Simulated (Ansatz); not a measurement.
Rows from a G0W0 calculation on ScBiO3 (C2/c) (Ansatz 0.2.0; G0W0 on LDA, plane waves, PAW; PAW set soft_1; 2×2×2 mesh, 441 empty bands, screening to 78 eV, PAW set soft_1 files), in eV. Spin-orbit coupling is left out.

| row | k | band | start | Σx | Σc at the solution | Vxc |
| --- | --- | --- | --- | --- | --- | --- |
| A | (-0.500, -0.500, 0.000) | c1 | 11.339 | -10.395 | -3.388 | -14.719 |
| B | (0.000, -0.500, -0.500) | v1 | 8.515 | -24.138 | 3.669 | -20.502 |
| C | (-0.500, -0.500, 0.000) | v1 | 8.350 | -24.092 | 3.716 | -20.380 |
| D | (0.000, -0.500, -0.500) | c2 | 12.232 | -10.185 | -3.955 | -15.294 |
| E | (0.000, -0.500, -0.500) | c1 | 11.706 | -9.939 | -3.839 | -14.851 |
| F | (-0.500, -0.500, 0.000) | c2 | 11.998 | -9.841 | -4.307 | -15.417 |

**Question.** Give the quasiparticle energies and the shift of each level.

The quasiparticle equation reads E = start + Σx + Σc(E) − Vxc.

```
row  E (eV)  shift (eV)
  A  12.274      +0.935
  B   8.548      +0.033
  C   8.353      +0.003
  D  13.385      +1.154
  E  12.779      +1.073
  F  13.267      +1.269
```

The gap over the computed points goes from 2.82 eV to 3.73 eV.

Limits: not at the basis limit; no spin-orbit coupling; coarse k mesh.

[Paths, hosts, dates, memory and timing lines, banners, echoed tables and standing remarks are left out of the program output.]

[Logs are printed without paths, hosts, clocks, repeated set-up lines and the standing remarks that a program may print on its own settings, such as how far it seeks lower states.]

[Runs of the session that timed out or met a known fault of the program may be left out.]

[Cells called generated may have been cut or substituted from an entry of the Crystallography Open Database or the Materials Project.]

[Hosts, paths, dates, database ids (printed as entryN), source tags and the programs' standing remarks are cut or masked in the printed files.]
